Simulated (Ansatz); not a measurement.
# What BeInH3 (model cell, started as cubic perovskite with Be in the octahedra) distorts into, part 2 of 3

Which phase does BeInH3 (model cell, started as cubic perovskite with Be in the octahedra) fall into along its unstable mode, and how much energy does it gain?

Ansatz 0.2.0; DFT LDA, scalar-relativistic, plane waves, PAW; PAW set soft_1.

So far, highest frequency on the path or at a solved wavevector (cm⁻¹): step 2 (the dispersion) 994. Also lowest frequency on the path (cm⁻¹): step 2 -697.

The structure was built from a prototype and need not be the compound's stable phase.

### 4. The mode frozen in, largest atomic shift 0.22 Å

The atoms are moved along the unstable eigenvector, the largest shift by 0.22 Å, with the cell fixed.

Contents of input.yaml:

```yaml
crystal:
  lattice:
    - [-3.5304351694, 0.0, 0.0]
    - [0.0, -3.5304351694, -3.5304351694]
    - [0.0, -3.5304351694, 3.5304351694]
  atoms:
    - { symbol: In, position: [1.0, 0.0, 0.0] }
    - { symbol: In, position: [1.0, 0.5, 0.5] }
    - { symbol: Be, position: [0.4943202525, 0.0, 0.5] }
    - { symbol: Be, position: [0.5056797475, 0.5, 0.0] }
    - { symbol: H, position: [0.5, 0.25, 0.25] }
    - { symbol: H, position: [0.5, 0.75, 0.75] }
    - { symbol: H, position: [0.5, 0.25, 0.75] }
    - { symbol: H, position: [0.5, 0.75, 0.25] }
    - { symbol: H, position: [0.0623152641, 0.0, 0.5] }
    - { symbol: H, position: [-0.0623152641, 0.5, 0.0] }
kpoints:
  mp_grid: { grid: [10, 8, 8] }
hamiltonian:
  xc: lda
  pseudopotentials: { kind: paw, azcp: { folder: soft_1 }, xc_functional: pbe }
scf:
  occupations: { method: methfessel_paxton, width: 0.2 }
output:
  forces: true
  stress: true
  eigenvalues: true
```

Command:

```console
$ ansatz run input.yaml --threads 4 --pin off --max-ram 16384MiB --backend cpu --events-out ev --progress --plain --runs-dir out
```

Numbers of over 12 decimals in the logs are rounded to 6 here.

The program printed:

```text
[...]
Crystal: 10 atoms, lattice volume = 88.006 Å³
Basis set: ecut = 420 eV, 1719 PW (Γ)
Bands: 28, of which v1, the nominal top of the filled ones, is band 18 counted from 1 (17 counted from 0)
Symmetry: 16 space group operations
[...]
k-points: 90 of 640
[...]
k-point 0: bands = [... 14 lower, 3.8560, 6.5993, 6.6733, 8.5442, 8.6734, 8.6734, 9.1485, 11.9389, ... 6 higher]
  k-point 1: bands = [... 14 lower, 4.4018, 6.0244, 6.3123, 8.2480, 8.6471, 9.4478, 9.9167, 11.9406, ... 6 higher]
  k-point 2: bands = [... 14 lower, 4.9878, 5.5911, 5.6354, 8.0290, 8.9526, 10.7055, 10.8395, 12.0272, ... 6 higher]
  k-point 89: bands = [... 14 lower, 2.8591, 2.8591, 3.8652, 3.8652, 11.7794, 11.7794, 12.3465, 12.3465, ... 6 higher]
[key lines of the parts left out:]
SCF converged after 7 iterations
Free energy (F): -11180.744126 eV
Fermi energy:    8.251170 eV
P = ⅓ Tr σ = 0.9184 GPa (9.184 kbar)
```

Elapsed: 3.2 s, on 4 threads of Arm Neoverse V1, shared host; peak memory 0.46 GiB; 12 s of CPU time.

This step gave:

```yaml
pressure: 0.9184 GPa
energy_from_the_undistorted_cell: -5.639 meV/atom
```

The energy, extrapolated to zero smearing, is -5.64 meV/atom against the undistorted cell.

The run ends at a pressure of 0.92 GPa, with forces up to 0.050 eV/Å.

### 5. Energy along the mode, all amplitudes (two of the runs are shown above)

An imaginary frequency means negative curvature, so the energy should fall and then rise again as anharmonic terms take over.

This step gave:

```yaml
depth_at_the_lowest_point_sampled: 5.639 meV/atom
largest_atomic_shift_at_that_point: 0.22 Å
```

Energy from the parent against largest atomic shift:

```csv
largest atomic shift (Å),energy from the parent (meV/atom)
0.000,0
0.040,-0.502
0.080,-1.70
0.140,-3.90
0.220,-5.64
0.320,-0.552
0.450,35.5
```

Displacement at unit largest shift by atom:

```csv
atom,x (Å),y (Å),z (Å),size
In1,0.00,0.00,0.00,0.00
In2,0.00,0.00,0.00,0.00
Be3,0.09,0.00,0.00,0.09
Be4,-0.09,0.00,0.00,0.09
H5,0.00,0.00,0.00,0.00
H6,0.00,0.00,0.00,0.00
H7,0.00,0.00,0.00,0.00
H8,0.00,0.00,0.00,0.00
H9,-1.00,0.00,0.00,1.00
H10,1.00,0.00,0.00,1.00
```

The lowest of the steps tried is at 0.22 Å, 5.64 meV/atom below the parent; the bottom of the well need not coincide with a step.

### 6. Relaxing from the distorted cell

Starting from the lowest point found, all atoms and the cell are let go, so that strain and other modes of the same symmetry can join in.

Edit input.yaml of step 4 so:

```diff
@@ -27 +27,6 @@
   eigenvalues: true
+relax:
+  adjacent_minimum: "off"
+  f_tol: 0.002
+  max_steps: 120
+  cell: { stress_tol: 0.03 }
```

The program printed:

```text
[...]
Crystal: 10 atoms, lattice volume = 88.006 Å³
Basis set: ecut = 420 eV, 1719 PW (Γ)
Bands: 28, of which v1, the nominal top of the filled ones, is band 18 counted from 1 (17 counted from 0)
Symmetry: 16 space group operations
[...]
k-points: 90 of 640
[...]
SCF iter   1: F=—  HF=-11181.969074 eV  |F-HF|=—  |Δ(HF+E_count)|=         —  Δρ=5.38e-2  dr2=3.08e0  ethr=3.10e-3  ⟨swp⟩=8.2  Hψ=13709  notcnv=0
[...]
SCF iter   7: F=-11180.744126 eV  HF=-11180.744126 eV  |F-HF|=2.22e-9  |Δ(HF+E_count)|=   1.15e-8  S|Δr|=    0.00e0  Δρ=3.87e-6  dr2=1.15e-8  ethr=2.78e-10  ⟨swp⟩=9.6  Hψ=12130  notcnv=0
SCF 1 converged in 7 iterations: F = -11180.744126 eV  dr2 = 1.15e-8
[...]
relax step   1: F+E_penalty+E_count = -11180.74412649 eV  Δ(F+E_penalty+E_count) = +0.000e0 eV  max|allowed force component| = 5.008e-2 eV/Å  Δτ_max = 0.0000 Å  P = +0.918 GPa  Ω = 88.006 Å³  (7 SCF iters, dr2 threshold 1.00e-7 eV, accepted)
Crystal: 10 atoms, lattice volume = 90.852 Å³
Basis set: ecut = 420 eV, 1769 PW (Γ)
[...]
SCF iter   5: F=-11180.829667 eV  HF=-11180.829667 eV  |F-HF|=7.96e-8  |Δ(HF+E_count)|=   1.32e-6  S|Δr|=    0.00e0  Δρ=1.55e-5  dr2=2.69e-7  ethr=2.78e-9  ⟨swp⟩=6.1  Hψ=10648  notcnv=0
SCF 2 converged in 5 iterations: F = -11180.829667 eV  dr2 = 2.69e-7
relax step   2: F+E_penalty+E_count = -11180.82966669 eV  Δ(F+E_penalty+E_count) = -8.554e-2 eV  max|allowed force component| = 2.826e-1 eV/Å  Δτ_max = 0.0300 Å  P = -0.532 GPa  Ω = 90.852 Å³  energy of the carried Pulay correction = -1.613e-3 eV  (5 SCF iters, dr2 threshold 1.00e-6 eV, accepted)
Crystal: 10 atoms, lattice volume = 91.818 Å³
Basis set: ecut = 420 eV, 1801 PW (Γ)
[...]
SCF iter   5: F=-11180.981510 eV  HF=-11180.981510 eV  |F-HF|=1.69e-7  |Δ(HF+E_count)|=   3.64e-7  S|Δr|=    0.00e0  Δρ=1.34e-5  dr2=2.70e-7  ethr=2.78e-9  ⟨swp⟩=5.9  Hψ=11048  notcnv=0
SCF 3 converged in 5 iterations: F = -11180.981510 eV  dr2 = 2.70e-7
relax step   3: F+E_penalty+E_count = -11180.98150983 eV  Δ(F+E_penalty+E_count) = -1.518e-1 eV  max|allowed force component| = 3.558e-1 eV/Å  Δτ_max = 0.0439 Å  P = -0.324 GPa  Ω = 91.818 Å³  energy of the carried Pulay correction = -2.148e-3 eV  (5 SCF iters, dr2 threshold 1.00e-6 eV, accepted)
[... from here on, the SCF cycles and remarks between the steps are left out ...]
relax step   4: F+E_penalty+E_count = -11181.10893261 eV  Δ(F+E_penalty+E_count) = -1.274e-1 eV  max|allowed force component| = 2.367e-1 eV/Å  Δτ_max = 0.0455 Å  P = -0.318 GPa  Ω = 93.361 Å³  energy of the carried Pulay correction = -2.993e-3 eV  (5 SCF iters, dr2 threshold 1.00e-6 eV, accepted)
relax step   5: F+E_penalty+E_count = -11181.16780626 eV  Δ(F+E_penalty+E_count) = -5.887e-2 eV  max|allowed force component| = 4.621e-1 eV/Å  Δτ_max = 0.0846 Å  P = +1.753 GPa  Ω = 93.127 Å³  energy of the carried Pulay correction = -2.865e-3 eV  (6 SCF iters, dr2 threshold 1.00e-6 eV, accepted)
relax step   6: F+E_penalty+E_count = -11181.20683828 eV  Δ(F+E_penalty+E_count) = -3.903e-2 eV  max|allowed force component| = 8.516e-2 eV/Å  Δτ_max = 0.0390 Å  P = -0.541 GPa  Ω = 96.722 Å³  energy of the carried Pulay correction = -4.782e-3 eV  (5 SCF iters, dr2 threshold 1.00e-6 eV, accepted)
relax step   7: F+E_penalty+E_count = -11181.21025482 eV  Δ(F+E_penalty+E_count) = -3.417e-3 eV  max|allowed force component| = 7.752e-2 eV/Å  Δτ_max = 0.0303 Å  P = +0.107 GPa  Ω = 95.260 Å³  energy of the carried Pulay correction = -4.012e-3 eV  (5 SCF iters, dr2 threshold 1.00e-6 eV, accepted)
relax step   8: F+E_penalty+E_count = -11181.21112566 eV  Δ(F+E_penalty+E_count) = -8.708e-4 eV  max|allowed force component| = 1.126e-3 eV/Å  Δτ_max = 0.0122 Å  P = +0.019 GPa  Ω = 95.597 Å³  energy of the carried Pulay correction = -4.191e-3 eV  (4 SCF iters, dr2 threshold 3.76e-7 eV, accepted)
relax step   9: F+E_penalty+E_count = -11181.25156174 eV  Δ(F+E_penalty+E_count) = -4.044e-2 eV  max|allowed force component| = 5.700e-3 eV/Å  Δτ_max = 0.0000 Å  P = +0.498 GPa  Ω = 95.597 Å³  stress off target by 1.35e0 GPa  SCF on the basis re-selected at this cell (its energy is not comparable with the rows above)  (6 SCF iters)
relax step  10: F+E_penalty+E_count = -11181.26465628 eV  Δ(F+E_penalty+E_count) = -1.309e-2 eV  max|allowed force component| = 3.078e-2 eV/Å  Δτ_max = 0.0298 Å  P = +0.192 GPa  Ω = 96.839 Å³  energy of the carried Pulay correction = -7.547e-4 eV  (5 SCF iters, dr2 threshold 1.00e-6 eV, accepted)
relax step  11: F+E_penalty+E_count = -11181.27781898 eV  Δ(F+E_penalty+E_count) = -1.316e-2 eV  max|allowed force component| = 8.243e-2 eV/Å  Δτ_max = 0.0690 Å  P = -0.043 GPa  Ω = 98.606 Å³  energy of the carried Pulay correction = -1.913e-3 eV  (5 SCF iters, dr2 threshold 1.00e-6 eV, accepted)
relax step  12: F+E_penalty+E_count = -11181.28306493 eV  Δ(F+E_penalty+E_count) = -5.246e-3 eV  max|allowed force component| = 1.044e-1 eV/Å  Δτ_max = 0.0481 Å  P = +0.181 GPa  Ω = 98.999 Å³  energy of the carried Pulay correction = -2.231e-3 eV  (5 SCF iters, dr2 threshold 1.00e-6 eV, accepted)
relax step  13: F+E_penalty+E_count = -11181.28411214 eV  Δ(F+E_penalty+E_count) = -1.047e-3 eV  max|allowed force component| = 7.138e-2 eV/Å  Δτ_max = 0.0309 Å  P = +0.033 GPa  Ω = 98.873 Å³  energy of the carried Pulay correction = -2.133e-3 eV  (5 SCF iters, dr2 threshold 6.82e-7 eV, accepted)
relax step  14: F+E_penalty+E_count = -11181.28479672 eV  Δ(F+E_penalty+E_count) = -6.846e-4 eV  max|allowed force component| = 6.311e-3 eV/Å  Δτ_max = 0.0127 Å  P = -0.036 GPa  Ω = 99.100 Å³  energy of the carried Pulay correction = -2.286e-3 eV  (5 SCF iters, dr2 threshold 3.18e-7 eV, accepted)
relax step  15: F+E_penalty+E_count = -11181.28485640 eV  Δ(F+E_penalty+E_count) = -5.968e-5 eV  max|allowed force component| = 4.833e-4 eV/Å  Δτ_max = 0.0007 Å  P = +0.008 GPa  Ω = 99.028 Å³  energy of the carried Pulay correction = -2.237e-3 eV  (5 SCF iters, dr2 threshold 3.44e-9 eV, accepted)
relax step  16: F+E_penalty+E_count = -11181.28947919 eV  Δ(F+E_penalty+E_count) = -4.623e-3 eV  max|allowed force component| = 2.096e-3 eV/Å  Δτ_max = 0.0000 Å  P = +0.020 GPa  Ω = 99.028 Å³  stress off target by 9.52e-2 GPa  SCF on the basis re-selected at this cell (its energy is not comparable with the rows above)  (6 SCF iters)
relax step  17: F+E_penalty+E_count = -11181.28955311 eV  Δ(F+E_penalty+E_count) = -7.392e-5 eV  max|allowed force component| = 6.619e-5 eV/Å  Δτ_max = 0.0033 Å  P = +0.008 GPa  Ω = 99.129 Å³  energy of the carried Pulay correction = -5.679e-5 eV  (5 SCF iters, dr2 threshold 2.27e-8 eV, accepted)
relax step  18: F+E_penalty+E_count = -11181.28953917 eV  Δ(F+E_penalty+E_count) = +1.395e-5 eV  max|allowed force component| = 3.681e-4 eV/Å  Δτ_max = 0.0009 Å  P = +0.001 GPa  Ω = 99.166 Å³  energy of the carried Pulay correction = -7.748e-5 eV  (6 SCF iters, accepted)
[...]
SCF iter   5: F=-11181.289613 eV  HF=-11181.289613 eV  |F-HF|=1.82e-12  |Δ(HF+E_count)|=  1.46e-11  S|Δr|=    0.00e0  Δρ=8.05e-8  dr2=2.91e-12  ethr=1.00e-12  ⟨swp⟩=4.4  Hψ=7039  notcnv=0
SCF 19 converged in 5 iterations: F = -11181.289613 eV  dr2 = 2.91e-12
relax step  19: F+E_penalty+E_count = -11181.28961311 eV  Δ(F+E_penalty+E_count) = -7.395e-5 eV  max|allowed force component| = 3.389e-4 eV/Å  Δτ_max = 0.0000 Å  P = +0.001 GPa  Ω = 99.166 Å³  stress off target by 3.93e-3 GPa  SCF on the basis re-selected at this cell (its energy is not comparable with the rows above)  (5 SCF iters)
[...]
SCF converged after 5 iterations
[...]
Free energy (F): -11181.289613 eV
[...]
Internal energy: -11181.288643 eV  (E = F + TS)
E sigma→0 (E₀):  -11181.289370 eV
Entropy (-TS):   -0.000971 eV (-0.097 meV/atom)
Fermi energy:    6.237113 eV
[...]
--- Forces (eV/Å), atoms counted from 1 ---
  atom   1  In    -0.00000000     0.00000000    -0.00000000
  atom   2  In     0.00000000    -0.00000000     0.00000000
  atom   3  Be     0.00033892     0.00000000     0.00000000
  atom   4  Be    -0.00033892    -0.00000000    -0.00000000
  atom   5  H      0.00000000    -0.00000000     0.00000000
  atom   6  H      0.00000000     0.00000000    -0.00000000
  atom   7  H      0.00000000     0.00000000     0.00000000
  atom   8  H      0.00000000     0.00000000     0.00000000
  atom   9  H     -0.00010346    -0.00000000    -0.00000000
  atom  10  H      0.00010346     0.00000000     0.00000000
  max |Σ_I F_I| component: 1.63e-18 eV/Å
--- Stress (GPa, compression-positive) ---
        0.003933      -0.000000       0.000000
       -0.000000      -0.000480      -0.000000
        0.000000      -0.000000      -0.000480
  P = ⅓ Tr σ = 0.0010 GPa (0.010 kbar)
--- Band table (eV; the first three rows and the last of 90) ---
  k-point 0: bands = [... 14 lower, 1.7579, 4.6982, 5.6352, 5.9838, 7.0888, 7.7281, 7.7281, 9.9881, ... 6 higher]
  k-point 1: bands = [... 14 lower, 1.9285, 4.7786, 5.7658, 5.7866, 6.4681, 7.8727, 7.9148, 9.8030, ... 6 higher]
  k-point 2: bands = [... 14 lower, 2.2509, 4.6228, 5.2634, 5.3646, 6.0105, 8.2990, 8.8784, 9.1938, ... 6 higher]
  k-point 89: bands = [... 14 lower, 1.8712, 1.8712, 1.8726, 1.8726, 9.9701, 9.9701, 11.6077, 11.6077, ... 6 higher]
--- Relaxed structure (16 steps of the walk, 16 accepted, 3 SCFs on fresh bases) ---
  F+E_penalty+E_count = -11181.28961311 eV   max|allowed force component| = 3.389e-4 eV/Å   (the final SCF, on the basis selected at the relaxed cell)
  cell:  # Å, volume = 99.1665 Å³
    - [-4.788743, 0, 0]
    - [0, -3.217782, -3.217782]
    - [0, -3.217782, 3.217782]
  atoms:
    - { symbol: In, position: [1.000000, 0, 0] }
    - { symbol: In, position: [1.000000, 0.500000, 0.500000] }
    - { symbol: Be, position: [0.467430, 0.0, 0.500000] }
    - { symbol: Be, position: [0.532570, 0.500000, 0.0] }
    - { symbol: H, position: [0.500000, 0.250000, 0.250000] }
    - { symbol: H, position: [0.500000, 0.750000, 0.750000] }
    - { symbol: H, position: [0.500000, 0.25, 0.750000] }
    - { symbol: H, position: [0.500000, 0.750000, 0.25] }
    - { symbol: H, position: [0.168887, 0.0, 0.500000] }
    - { symbol: H, position: [-0.168887, 0.500000, 0.0] }
```

It took 60 s on 4 threads; peak memory 0.55 GiB.

Step by step:

```csv
step,energy less that of the first step (eV),largest force component (eV/Å),pressure (GPa),volume (Å³)
1,0.0000,0.0501,0.92,88.01
2,-0.0855,0.2826,-0.53,90.85
3,-0.2374,0.3558,-0.32,91.82
4,-0.3648,0.2367,-0.32,93.36
5,-0.4237,0.4621,1.75,93.13
6,-0.4627,0.0852,-0.54,96.72
7,-0.4661,0.0775,0.11,95.26
8,-0.4670,0.0011,0.02,95.60
9*,-0.5074,0.0057,0.50,95.60
10,-0.5205,0.0308,0.19,96.84
11,-0.5337,0.0824,-0.04,98.61
12,-0.5389,0.1044,0.18,99.00
13,-0.5400,0.0714,0.03,98.87
14,-0.5407,0.0063,-0.04,99.10
15,-0.5407,0.0005,0.01,99.03
16*,-0.5454,0.0021,0.02,99.03
17,-0.5454,0.0001,0.01,99.13
18,-0.5454,0.0004,0.00,99.17
19*,-0.5455,0.0003,0.00,99.17
```

Relaxation steps marked * repeat the geometry before them on a plane-wave basis chosen anew for their cell, so energy and pressure can jump there.

Forces are held to the 16 operations that the run works with; a distortion that breaks them can't arise in this run.

```csv
cell as run,before,after,change
a (Å),3.530,4.789,+35.6 %
b (Å),4.993,4.551,-8.9 %
c (Å),4.993,4.551,-8.9 %
volume (Å³/atom),8.80,9.92,+12.7 %
```

The atoms that moved most (Å, as changes of fractional coordinates times the final cell):

```csv
atom,dx,dy,dz,length
H9,-0.510,0.000,0.000,0.510
H10,0.510,0.000,0.000,0.510
Be3,0.129,0.000,0.000,0.129
Be4,-0.129,0.000,0.000,0.129
```

The relaxed structure:

```cif
data_structure
_symmetry_space_group_name_H-M 'P 1'
_symmetry_Int_Tables_number 1
_cell_length_a 4.7887
_cell_length_b 4.5506
_cell_length_c 4.5506
_cell_angle_alpha 90.000
_cell_angle_beta 90.000
_cell_angle_gamma 90.000
_cell_volume 99.17
loop_
_atom_site_label
_atom_site_type_symbol
_atom_site_fract_x
_atom_site_fract_y
_atom_site_fract_z
_atom_site_occupancy
In1 In 0.00000 0.00000 0.00000 1
In2 In 0.00000 0.50000 0.50000 1
Be3 Be 0.46743 0.00000 0.50000 1
Be4 Be 0.53257 0.50000 0.00000 1
H5 H 0.50000 0.25000 0.25000 1
H6 H 0.50000 0.75000 0.75000 1
H7 H 0.50000 0.25000 0.75000 1
H8 H 0.50000 0.75000 0.25000 1
H9 H 0.16889 0.00000 0.50000 1
H10 H 0.83111 0.50000 0.00000 1
```

Numbers from this step:

* pressure: 9.91e-4 GPa
* volume per atom: 9.917 Å³

The distorted start has space group P4/nmm; the relaxation ends in P4/nmm.

### 7. The new phase in its own primitive cell

The relaxed structure is symmetrised, reduced to its primitive cell and relaxed tightly, as its phonons need.

input.yaml, the sections that differ from step 6:

```yaml
crystal:
  lattice:
    - [4.5506315753, 0.0, 0.0]
    - [0.0, 4.5506315753, 0.0]
    - [0.0, 0.0, 4.7887425567]
  atoms:
    - { symbol: In, position: [0.0, 0.0, 0.0] }
    - { symbol: In, position: [0.5, 0.5, 0.0] }
    - { symbol: Be, position: [0.0, 0.5, 0.4674302886] }
    - { symbol: Be, position: [0.5, 0.0, 0.5325697114] }
    - { symbol: H, position: [0.25, 0.25, 0.5] }
    - { symbol: H, position: [0.75, 0.75, 0.5] }
    - { symbol: H, position: [0.25, 0.75, 0.5] }
    - { symbol: H, position: [0.75, 0.25, 0.5] }
    - { symbol: H, position: [0.0, 0.5, 0.1688874599] }
    - { symbol: H, position: [0.5, 0.0, 0.8311125401] }
kpoints:
  mp_grid: { grid: [8, 8, 8] }
relax:
  adjacent_minimum: "off"
  f_tol: 0.001
  max_steps: 60
  cell: { stress_tol: 0.01 }
# hamiltonian, scf, output: as in step 6
```

The program printed:

```text
[...]
Crystal: 10 atoms, lattice volume = 99.166 Å³
Basis set: ecut = 420 eV, 1929 PW (Γ)
Bands: 28, of which v1, the nominal top of the filled ones, is band 18 counted from 1 (17 counted from 0)
Symmetry: 16 space group operations
[...]
k-points: 75 of 512
[...]
atoms:
    - { symbol: In, position: [0, 0, 0] }
    - { symbol: In, position: [0.5, 0.5, 0] }
    - { symbol: Be, position: [0, 0.5, 0.467410] }
    - { symbol: Be, position: [0.5, 0, 0.532590] }
    - { symbol: H, position: [0.25, 0.25, 0.5] }
    - { symbol: H, position: [0.75, 0.75, 0.5] }
    - { symbol: H, position: [0.25, 0.75, 0.5] }
    - { symbol: H, position: [0.75, 0.25, 0.5] }
    - { symbol: H, position: [0, 0.5, 0.169587] }
    - { symbol: H, position: [0.5, 0, 0.830413] }
[key lines of the parts left out:]
SCF converged after 5 iterations
Free energy (F): -11181.287510 eV
Fermi energy:    6.237445 eV
P = ⅓ Tr σ = 0.0004 GPa (0.004 kbar)
```

Wall time 19 s (4 threads); peak memory 0.5 GiB.

Step by step:

```csv
step,energy less that of the first step (eV),largest force component (eV/Å),pressure (GPa),volume (Å³)
1,0.0000,0.0025,0.01,99.17
2,0.0000,0.0011,-0.02,99.25
3,0.0000,0.0026,-0.01,99.26
4,0.0000,0.0016,0.00,99.25
5,0.0000,0.0027,0.01,99.24
6,0.0000,0.0001,0.00,99.25
7*,0.0000,0.0000,0.00,99.25
```

Relaxation steps marked * repeat the geometry before them on a plane-wave basis chosen anew for their cell, so energy and pressure can jump there. Relaxation step 5 was tried and not accepted.

Forces are held to the 16 operations that the run works with; a distortion that breaks them can't arise in this run.

```csv
"conventional cell, symmetrised",before,after,change
a (Å),4.551,4.547,-0.1 %
b (Å),4.551,4.547,-0.1 %
c (Å),4.789,4.800,+0.2 %
volume (Å³/atom),9.92,9.92,+0.1 %
```

Numbers from this step:

```
pressure        : 4.23e-4 GPa
volume per atom : 9.925 Å³
```

The largest force component left is 0.046 meV/Å and the pressure is 0.000 GPa, within the tolerances set. The cell now holds 9.92 Å³/atom.

(Continued in part 3 of 3.)

[Logs are printed without paths, hosts, clocks, repeated set-up lines and the standing remarks that a program may print on its own settings, such as how far it seeks lower states.]

[Hosts, paths, dates, database ids (printed as entryN), source tags and the programs' standing remarks are cut or masked in the printed files.]
